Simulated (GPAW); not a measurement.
# Se K-edge XANES of SnSe (Fm-3m), part 2 of 2

What does one-electron theory with a core hole give for the Se K edge of SnSe (Fm-3m)?

GPAW 26.7.0; X-ray absorption from dipole matrix elements to empty bands, plane-wave PAW LDA.

So far. Step 2 (The field without a hole): The mesh shows a gap of 0.73 eV, so the hole is first treated in a charged cell, without the excited electron. Step 3 (Spectrum without a core hole, ): The program stopped, so this step gives no result.

**5. Spectrum with FCH, Se atom 2**

The holes are 7.4 Å apart. In GPAW the data set carries the hole's charge, so charge=0 means a charged cell and charge=-1 a neutral one. The excited electron is left out and a uniform background balances the charge. After the field has converged, empty bands are computed with the density fixed and the dipole matrix elements are summed.

The absorber has 6 Sn at 3.01 Å (octahedral, site symmetry m-3m).

The input, xas.py:

```python
import numpy as np
from ase import Atoms
from ase.parallel import parprint, paropen
from gpaw import GPAW, PW, FermiDirac, Mixer, MixerDif, setup_paths
from gpaw.test import gen
setup_paths.insert(0, '.')
gen('Se', name='fch1s', xcname='LDA', corehole=(1, 0, 1), write_xml=True)
from gpaw.mpi import world
world.barrier()

atoms = Atoms('Sn6Se6',
    cell=[[3.01, 6.02, 3.01],
     [6.02, -3.01, -3.01],
     [-3.01, 6.02, -3.01]],
    scaled_positions=[[0, 0, 0],
     [0.5, 0.33333333, 0.16666667],
     [0, 0.66666667, 0.33333333],
     [0, 0.33333333, 0.66666667],
     [0.5, 0.66666667, 0.83333333],
     [0.5, 0, 0.5],
     [0.75, 0, 0.75],
     [0.25, 0.33333333, 0.91666667],
     [0.75, 0.66666667, 0.08333333],
     [0.75, 0.33333333, 0.41666667],
     [0.25, 0.66666667, 0.58333333],
     [0.25, 0, 0.25]],
    pbc=True)
atoms.calc = calc = GPAW(legacy_gpaw=True, mode=PW(430), xc='LDA', setups={6: 'fch1s'},
    kpts={'size': (2, 3, 3), 'gamma': True}, occupations=FermiDirac(0.02),
    charge=0, mixer=Mixer(0.1, 5, 50), maxiter=150,
    convergence={'density': 0.0001}, txt='scf.txt')
energy = atoms.get_potential_energy() + calc.get_reference_energy()
ef = calc.get_fermi_level()
out = dict(energy=energy, fermi=ef, forces=atoms.get_forces().tolist())
parprint(f'all-electron energy {energy:.4f} eV, Fermi level {ef:.4f} eV')
ev = np.array([[calc.get_eigenvalues(k, s) for k in range(len(calc.get_ibz_k_points()))] for s in range(calc.get_number_of_spins())])
out['homo'], out['lumo'], out['counts'] = ev[ev < ef].max(), ev[ev > ef].min(), sorted(set((ev < ef).sum((0, 2)).tolist()))
out['filled'] = (ev[:, 0] < ef).sum(1).tolist()

from ase.units import Ha
from gpaw.xas import dipole_matrix_elements
nb = int(calc.get_number_of_electrons() / 2) + 197
top, nb = nb, nb + 8 + nb // 12
nscf = calc.fixed_density(kpts={'size': (3, 3, 3), 'gamma': True}, nbands=nb,
    convergence={'bands': top, 'eigenstates': 1e-5}, maxiter=60, txt='nscf.txt')
cell = atoms.cell.array
ops = [cell.T @ U.T @ np.linalg.inv(cell.T) for U in nscf.wfs.kd.symmetry.op_scc]
filled = [60]  # bands filled in the ground state, by spin
E = np.arange(-6, 34, 0.1)
fwhm = np.interp(E, [4, 25], [2.33, 3.5])
Y, X, zero, highest = 0, 0, 1e9, 1e9
for spin in range(nscf.get_number_of_spins()):
    wfs = nscf.wfs
    A = dipole_matrix_elements(wfs.setups[6])
    eps = np.zeros((wfs.kd.nibzkpts, nb))
    d = np.zeros((3, A.shape[1], wfs.kd.nibzkpts, nb), complex)
    for kpt in wfs.kpt_u:
        if kpt.s == spin and 6 in kpt.P_ani:
            eps[kpt.k] = kpt.eps_n * Ha
            d[:, :, kpt.k] = (kpt.weight * wfs.nspins / 2) ** 0.5 * np.inner(A, kpt.P_ani[6])
    world.sum(eps)
    world.sum(d)
    T = np.einsum('amkn,bmkn->abkn', d, d.conj()).real
    T = sum(np.einsum('ai,ijkn,bj->abkn', R, T, R) for R in ops) / len(ops)
    empty = np.ones_like(eps, bool) & (np.arange(nb) >= filled[spin])
    zero, highest = min(zero, eps[empty].min()), min(highest, eps[:, top - 1].min())
    lines = [(eps, T, empty)] if spin == 0 else lines + [(eps, T, empty)]
for eps, T, empty in lines:
    f = np.einsum('aakn->akn', T).reshape(3, -1)
    x = eps.ravel() - zero
    w = np.interp(x, E, fwhm) / 2.35482
    g = np.exp(-0.5 * ((E[:, None] - x) / w) ** 2) / (w * (2 * np.pi) ** 0.5)
    Y = Y + (f * empty.ravel()) @ g.T
    X = X + (f * ~empty.ravel()) @ g.T
out.update(E=E.round(2).tolist(), xas=Y.tolist(), xes=X.tolist(), zero=zero, valid=highest - zero, nk=len(eps), nb=nb)
for i in range(0, len(E), 10):
    parprint(f'{E[i]:7.2f}', *(f'{v:10.3e}' for v in Y[:, i]))
import json
with paropen('out.json', 'w') as f:
    json.dump(out, f)
```

Started as:

```
$ OMP_NUM_THREADS=1 mpirun -n 4 gpaw python xas.py
```

Numbers of over 12 decimals in the logs are rounded to 6 here.

What it wrote:

```text
Input parameters:
  convergence: {density: 0.0001}
  kpts: {gamma: True,
         size: (2, 3, 3)}
  maxiter: 150
  mixer: {backend: pulay,
          beta: 0.1,
          method: separate,
          nmaxold: 5,
          weight: 50}
  mode: {ecut: 430.0,
         name: pw}
  occupations: {fixmagmom: False,
                name: fermi-dirac,
                width: 0.02}
  setups: {6: fch1s}

Initialize ...

[... PAW data sets ...]

Reference energy: -1390615.380158  # eV

Spin-paired calculation

[... convergence settings ...]
Symmetries present (total): 2
  [... symmetry matrices ...]

18 k-points: 2 x 3 x 3 Monkhorst-Pack grid + [1/4,0.000000,0.000000]
8 k-points in the irreducible part of the Brillouin zone
       k-points in crystal coordinates                weights
   0:     0.00000000    0.00000000    0.00000000          1/18
   1:     0.00000000    0.33333333   -0.33333333          4/18
   2:     0.00000000    0.33333333    0.00000000          2/18
   3:     0.00000000    0.33333333    0.33333333          2/18
   4:     0.50000000    0.00000000    0.00000000          1/18
   5:     0.50000000    0.33333333   -0.33333333          4/18
   6:     0.50000000    0.33333333    0.00000000          2/18
   7:     0.50000000    0.33333333    0.33333333          2/18

Wave functions: Plane wave expansion
  Cutoff energy: 430.000 eV
  Number of coefficients (min, max): 6614, 6644
  Pulay-stress correction: 0.000000 eV/Ang^3 (de/decut=0.000000)
  Using FFTW library
  Wavefunction extrapolation:
    Improved wavefunction reuse through dual PAW basis

Occupation numbers: Fermi-Dirac:
  width: 0.0200  # eV

Eigensolver
   Davidson(niter=2)

Densities:
  Coarse grid: 36*36*36 grid
  Fine grid: 72*72*72 grid
  Total Charge: 1.000000

Density mixing:
  Method: separate
  Backend: pulay
  Linear mixing parameter: 0.1
  old densities: 5
  Width of damping distribution: 1.1
  Damping of long wavelength oscillations: 50

[... Hamiltonian set-up ...]
Number of atoms: 12
Number of atomic orbitals: 78
Number of bands in calculation: 76
Number of valence electrons: 120
Bands to converge: occupied

... initialized

Initializing position-dependent things.

Density initialized from atomic densities
Creating initial wave functions:
  76 bands from LCAO basis set

             Se

           Sn     Se
         Se      Sn     Se

       Sn
           Se     Sn
         Sn      Se

               Sn

Atomic positions and initial magnetic moments

Positions:
   0 Sn     0.000000    0.000000    0.000000    ( 0.0000,  0.0000,  0.0000)
   1 Sn     3.010000    3.010000    0.000000    ( 0.0000,  0.0000,  0.0000)
   2 Sn     3.010000   -0.000000   -3.010000    ( 0.0000,  0.0000,  0.0000)
   3 Sn    -0.000000    3.010000   -3.010000    ( 0.0000,  0.0000,  0.0000)
   4 Sn     3.010000    6.020000   -3.010000    ( 0.0000,  0.0000,  0.0000)
   5 Sn     0.000000    6.020000    0.000000    ( 0.0000,  0.0000,  0.0000)
   6 Se     0.000000    9.030000    0.000000    ( 0.0000,  0.0000,  0.0000)
   7 Se    -0.000000    6.020000   -3.010000    ( 0.0000,  0.0000,  0.0000)
   8 Se     6.020000    3.010000   -0.000000    ( 0.0000,  0.0000,  0.0000)
   9 Se     3.010000    6.020000   -0.000000    ( 0.0000,  0.0000,  0.0000)
  10 Se     3.010000    3.010000   -3.010000    ( 0.0000,  0.0000,  0.0000)
  11 Se     0.000000    3.010000    0.000000    ( 0.0000,  0.0000,  0.0000)

Unit cell:
           periodic     x           y           z      points  spacing
  1. axis:    yes    3.010000    6.020000    3.010000    36     0.1931
  2. axis:    yes    6.020000   -3.010000   -3.010000    36     0.1774
  3. axis:    yes   -3.010000    6.020000   -3.010000    36     0.1696

  Lengths:   7.372964   7.372964   7.372964
  Angles:  120.000000  70.528779  99.594068

Effective grid spacing dv^(1/3) = 0.1914

iter:   1   -78.708481
iter:   2   -76.517746   -1.47  -1.27
iter:   3   -74.358342   -1.39  -1.36
iter:   4   -74.313209   -2.57  -1.61
iter:   5   -74.210974   -2.95  -1.74
iter:   6   -74.173253   -3.11  -1.90
iter:   7   -74.169350c  -3.95  -2.34
iter:   8   -74.166942c  -4.31  -2.68
iter:   9   -74.166820c  -5.36  -3.11
iter:  10   -74.166790c  -6.01  -3.25
iter:  11   -74.166747c  -5.83  -3.31
iter:  12   -74.166746c  -6.22  -3.68
iter:  13   -74.166747c  -6.69  -4.01c
iter:  14   -74.166746c  -7.42c -4.22c

Converged after 14 iterations.

Dipole moment: (-0.030450, 0.294594, -0.030450) |e|*Ang

Energy contributions relative to reference atoms: (reference = -1390615.380158)

Kinetic:        +36.211887
Potential:      -59.900876
External:        +0.000000
XC:             -50.429900
Entropy (-ST):   -0.000001
Local:           -0.047856
SIC:             +0.000000
--------------------------
Free energy:    -74.166747
Extrapolated:   -74.166746

Showing only first 2 kpts
 Kpt  Band  Eigenvalues  Occupancy
  0    58      5.00335    2.00000
  0    59      5.61634    1.99997
  0    60      6.12161    0.00000
  0    61      6.82291    0.00000

  1    58      4.74449    2.00000
  1    59      4.87547    2.00000
  1    60      6.65758    0.00000
[...]
Fermi level: 5.83935

Gap: 0.460 eV
Transition (v -> c):
  (s=0, k=0, n=59, [0.00, 0.00, 0.00]) -> (s=0, k=2, n=60, [0.00, 0.33, 0.00])
Direct/indirect transitions are different
Direct gap: 0.505 eV
Transition at: (s=0, k=0, n=59, [0.00, 0.00, 0.00])

Forces in eV/Ang:
  0 Sn   -0.07163    0.65452   -0.07163
  1 Sn    0.01441    0.02104   -0.69409
  2 Sn   -0.01441   -0.02104    0.69409
  3 Sn    0.69409   -0.02104   -0.01441
  4 Sn   -0.69409    0.02104    0.01441
  5 Sn    0.07163   -0.65452    0.07163
  6 Se   -0.00000   -0.00000   -0.00000
  7 Se    0.11492   -0.00000   -0.11492
  8 Se    0.03858    0.00000   -0.03858
  9 Se   -0.03858    0.00000    0.03858
 10 Se   -0.11492   -0.00000    0.11492
 11 Se    0.00000    0.00000    0.00000
Scalar-relativistic atomic LDA calculation for Se (Selenium, Z=34)
Core hole in 1s state (1s occupation: 1.0)
600 radial gridpoints.
|------------------------------------------------|
|------------------------------------------------|
[... the atom generator's iteration count ...]

Energy contributions:
-------------------------
Kinetic:    +1992.176532
XC:           -74.936171
Potential:  -3877.301897
-------------------------
Total:      -1960.061536

state      eigenvalue         ekin         rmax
-----------------------------------------------
1s^1.0 :  -473.814066   594.491378        0.029
2s^2.0 :   -62.777713   119.273514        0.162
2p^6.0 :   -56.419235   117.661311        0.128
3s^2.0 :    -8.945456    28.579454        0.490
3p^6.0 :    -6.765340    26.386029        0.482
3d^10.0:    -2.900021    21.587394        0.429
4s^2.0 :    -1.105925     4.504829        1.414
4p^4.0 :    -0.649487     3.202895        1.619
-----------------------------------------------
(units: Bohr and Hartree)

Generating PAW setup
Kinetic energy of the core from tauc = 1992.701229521997
Cutoffs:
rc(s)=1.600
rc(p)=1.900
rc(d)=1.600
rc(vbar)=1.440
rc(comp)=1.600
rc(nct)=1.900

Kinetic energy of the core states: 1970.355293
Charge: 1.0
Core electrons: 27.0
Valence electrons: 6.0
Pseudo-core charge: 0.688517
Shape function alpha=3.906
Pseudo-electron charge 7.123653
state    eigenvalue         norm
--------------------------------
4s(2) :    -1.105925     1.147115
*s    :    -0.105925
4p(4) :    -0.649487     1.035227
*p    :     0.350513
*d    :     0.000000
--------------------------------

Diagonalizing with gridspacing h=0.050

state   all-electron     PAW
-------------------------------
4s:      -1.105925    -1.106630
4p:      -0.649487    -0.650084
*d:                   -0.134651
*f:                   -0.017877
-------------------------------
all-electron energy -1390689.5469 eV, Fermi level 5.8393 eV
[...]
31.00  6.867e-08  6.937e-08  6.867e-08
  32.00  6.406e-08  6.419e-08  6.406e-08
  33.00  6.337e-08  6.292e-08  6.337e-08
```

Elapsed: 3 min, on 4 MPI ranks of Arm Neoverse V2, shared host; peak memory 0.43 GiB.

The Se K spectrum, Se atom 2, full core hole (charged cell) (energy from the lowest empty level; intensity scaled to a mean of 1 over the first 20 eV):

| E (eV) | intensity |
| --- | --- |
| -2.0 | 0.01 |
| -1.0 | 0.10 |
| 0.0 | 0.44 |
| 1.0 | 1.13 |
| 2.0 | 1.93 |
| 3.0 | 2.25 |
| 4.0 | 1.76 |
| 5.0 | 0.94 |
| 6.0 | 0.39 |
| 7.0 | 0.22 |
| 8.0 | 0.27 |
| 9.0 | 0.42 |
| 10.0 | 0.64 |
| 11.0 | 0.83 |
| 12.0 | 0.98 |
| 13.0 | 1.06 |
| 14.0 | 1.01 |
| 15.0 | 0.92 |
| 16.0 | 0.92 |
| 17.0 | 1.03 |
| 18.0 | 1.16 |
| 19.0 | 1.23 |
| 20.0 | 1.23 |
| 21.0 | 1.15 |
| 22.0 | 1.05 |
| 23.0 | 0.98 |
| 24.0 | 0.95 |
| 25.0 | 0.95 |
| 26.0 | 0.97 |
| 27.0 | 0.98 |
| 28.0 | 0.97 |
| 29.0 | 0.92 |
| 30.0 | 0.85 |
| 31.0 | 0.77 |
| 32.0 | 0.72 |

Main maxima below 30 eV (height): 2.8 eV (2.25), 13.2 eV (1.06) and 19.4 eV (1.24). A K edge sees empty p states on the absorber.

The energy difference (zero at 12671 eV) isn't read as a photon energy: for so heavy an absorber the terms left out (the hole's spin, the functional's error) amount to tens of eV or more.

**6. Spectrum with HCH, Se atom 2**

The holes are 7.4 Å apart. The data set carries half a charge, which charge=0 leaves uncompensated but for the background. Half a hole is Slater's transition state, a compromise that weakens the attraction. After the field has converged, empty bands are computed with the density fixed and the dipole matrix elements are summed.

Changed against the first core-hole run: core hole from full to half.

Edit xas.py of step 5 so:

```diff
@@ -6,3 +6,3 @@
 setup_paths.insert(0, '.')
-gen('Se', name='fch1s', xcname='LDA', corehole=(1, 0, 1), write_xml=True)
+gen('Se', name='hch1s', xcname='LDA', corehole=(1, 0, 0.5), write_xml=True)
 from gpaw.mpi import world
@@ -27,3 +27,3 @@
     pbc=True)
-atoms.calc = calc = GPAW(legacy_gpaw=True, mode=PW(430), xc='LDA', setups={6: 'fch1s'},
+atoms.calc = calc = GPAW(legacy_gpaw=True, mode=PW(430), xc='LDA', setups={6: 'hch1s'},
     kpts={'size': (2, 3, 3), 'gamma': True}, occupations=FermiDirac(0.02),
```

What it wrote:

```text
Input parameters:
  convergence: {density: 0.0001}
  kpts: {gamma: True,
         size: (2, 3, 3)}
  maxiter: 150
  mixer: {backend: pulay,
          beta: 0.1,
          method: separate,
          nmaxold: 5,
          weight: 50}
  mode: {ecut: 430.0,
         name: pw}
  occupations: {fixmagmom: False,
                name: fermi-dirac,
                width: 0.02}
  setups: {6: hch1s}

Initialize ...

[...]
*p    :     0.565713
*d    :     0.000000
--------------------------------

Diagonalizing with gridspacing h=0.050

state   all-electron     PAW
-------------------------------
4s:      -0.862004    -0.862635
4p:      -0.434287    -0.434773
*d:                   -0.025418
*f:                    0.030211
-------------------------------
all-electron energy -1397072.9319 eV, Fermi level 5.8634 eV
[...]
32.00  6.754e-08  6.793e-08  6.754e-08
  33.00  6.567e-08  6.543e-08  6.567e-08
[key lines of the parts left out:]
Converged after 14 iterations.
Dipole moment: (-0.011668, 0.118178, -0.011668) |e|*Ang
Free energy:    -64.676684
Fermi level: 5.86335
```

Wall time 3.1 min (4 MPI ranks); peak memory 0.43 GiB; 12 min of CPU time.

| E (eV) | first run | this run |
| --- | --- | --- |
| -2.0 | 0.01 | 0.01 |
| -1.0 | 0.10 | 0.10 |
| 0.0 | 0.44 | 0.40 |
| 1.0 | 1.13 | 1.02 |
| 2.0 | 1.93 | 1.84 |
| 3.0 | 2.25 | 2.42 |
| 4.0 | 1.76 | 2.12 |
| 5.0 | 0.94 | 1.21 |
| 6.0 | 0.39 | 0.50 |
| 7.0 | 0.22 | 0.26 |
| 8.0 | 0.27 | 0.27 |
| 9.0 | 0.42 | 0.41 |
| 10.0 | 0.64 | 0.60 |
| 11.0 | 0.83 | 0.77 |
| 12.0 | 0.98 | 0.90 |
| 13.0 | 1.06 | 0.98 |
| 14.0 | 1.01 | 0.96 |
| 15.0 | 0.92 | 0.86 |
| 16.0 | 0.92 | 0.85 |
| 17.0 | 1.03 | 0.95 |
| 18.0 | 1.16 | 1.07 |
| 19.0 | 1.23 | 1.16 |
| 20.0 | 1.23 | 1.17 |
| 21.0 | 1.15 | 1.12 |
| 22.0 | 1.05 | 1.04 |
| 23.0 | 0.98 | 0.96 |
| 24.0 | 0.95 | 0.93 |
| 25.0 | 0.95 | 0.92 |
| 26.0 | 0.97 | 0.93 |
| 27.0 | 0.98 | 0.95 |
| 28.0 | 0.97 | 0.95 |
| 29.0 | 0.92 | 0.91 |
| 30.0 | 0.85 | 0.84 |
| 31.0 | 0.77 | 0.76 |
| 32.0 | 0.72 | 0.70 |

Against the first run the r.m.s. difference is 10 %. The highest intensity below 24 eV goes from 2.8 eV (2.25) to 3.2 eV (2.44).

**7. Results**

```
absorber and edge             : Se K, atom 2 of the ground-state input (counted from 1)
surroundings                  : 6 Sn at 3.01 Å (octahedral, site symmetry m-3m)
highest intensity below 24 eV : 2.8 eV above the zero, height 2.25
```

What this shows: The Se K edge of atom 2, with 6 Sn at 3.01 Å (octahedral, site symmetry m-3m), has its highest intensity of the first 24 eV at 2.8 eV above the zero, 2.2 times the mean level of the first 20 eV (Gaussian full width 2.33 eV up to 4 eV, rising linearly to 3.5 eV at 25 eV). Changing the core hole from full to half alters the shape by 10 % r.m.s., a modest effect on the whole. The script folds with a Gaussian, whereas the core hole's own line is a Lorentzian, so the onset is too steep and the first peak too high. The gap reads 0.52 to 0.73 eV on different meshes, so it is partly a figure of the sampling, and the zero with it. The mesh is coarse (0.34 Å⁻¹ between points), so small maxima may be mesh ripples. Lifetime broadening is put in by hand, and intensities beyond about 20 eV depend on it and on the partial waves. The structure is a published determination, not relaxed.

[Banner, clock and machine lines of the logs are left out without a mark of their own.]

[Logs are printed without paths, hosts, clocks, repeated set-up lines and the standing remarks that a program may print on its own settings, such as how far it seeks lower states.]

[Hosts, paths, dates, database ids (printed as entryN), source tags and the programs' standing remarks are cut or masked in the printed files.]

[Lists of maxima count a maximum above −3 eV only where it reaches 4 % of the highest in the window and stands out from its surroundings by 2 % of it (1.5 % where it reaches 55 %); shoulders and weaker maxima are passed over, and of the rest the first, up to two pre-edge ones and the few strongest are named.]
